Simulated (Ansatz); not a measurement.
The crystal is SnI4O12 (P-1).

```cif
data_structure
_symmetry_space_group_name_H-M 'P 1'
_symmetry_Int_Tables_number 1
_cell_length_a 5.0576
_cell_length_b 6.2808
_cell_length_c 8.3865
_cell_angle_alpha 87.680
_cell_angle_beta 88.647
_cell_angle_gamma 89.031
_cell_volume 266.08
loop_
_atom_site_label
_atom_site_type_symbol
_atom_site_fract_x
_atom_site_fract_y
_atom_site_fract_z
_atom_site_occupancy
Sn1 Sn 0.00000 0.00000 0.50000 1
I2 I 0.50611 0.77647 0.23704 1
I3 I 0.49389 0.22353 0.76296 1
I4 I 0.98064 0.69937 0.84369 1
I5 I 0.01936 0.30063 0.15631 1
O6 O 0.78288 0.95906 0.29666 1
O7 O 0.21712 0.04094 0.70334 1
O8 O 0.30312 0.79542 0.42384 1
O9 O 0.69688 0.20458 0.57616 1
O10 O 0.84722 0.74543 0.63692 1
O11 O 0.15278 0.25457 0.36308 1
O12 O 0.82609 0.43520 0.88540 1
O13 O 0.17391 0.56480 0.11460 1
O14 O 0.66745 0.52883 0.29066 1
O15 O 0.33255 0.47117 0.70934 1
O16 O 0.73142 0.86201 0.94562 1
O17 O 0.26858 0.13799 0.05438 1
```

Geometry: measured cell, ions relaxed with PBE. The runs that relaxed it are not among those shown. Spin-orbit coupling is left out unless a run names it.

Gaps computed with Ansatz 0.2.0 without a self-energy: PBEsol 2.69 eV, PBE 2.75 eV, r2SCAN 3.16 eV, HSE06 4.00 eV, PBE0 4.74 eV and DDH-PBE0 4.48 eV. The mean ε∞ by PBE perturbation theory is 4.57.

**Question.** What gap should G0W0 on PBE give (4×2×2 mesh, 1000 empty bands, screening to 140 eV, PAW set soft_1 files)?

About 4.11 eV: on its mesh the run moves the gap from 2.75 eV by +1.37 eV. Among the scalar-relativistic levels given, HSE06 is nearest (−0.11 eV). One-shot corrections scale roughly with one over ε∞, here 0.22. Bands and cutoff are finite, so the gap is not at the basis limit. The miss can reach some tenths of an eV and take either sign; the mesh is an error of its own. The 4×2×2 mesh is coarse for this cell (its supercell is 13 Å along the shortest edge). The RPA ε∞ on it, from the PBE start, is 3.98, 4.53 and 4.60; such meshes misread the long-range screening, most where the gap is narrow. The many-body steps are scalar-relativistic: spin-orbit coupling is not in them.

[Paths, hosts, dates, memory and timing lines, banners, echoed tables and standing remarks are left out of the program output.]

[Logs are printed without paths, hosts, clocks, repeated set-up lines and the standing remarks that a program may print on its own settings, such as how far it seeks lower states.]

[Runs of the session that timed out or met a known fault of the program may be left out.]

[Cells called generated may have been cut or substituted from an entry of the Crystallography Open Database or the Materials Project.]

[Hosts, paths, dates, database ids (printed as entryN), source tags and the programs' standing remarks are cut or masked in the printed files.]
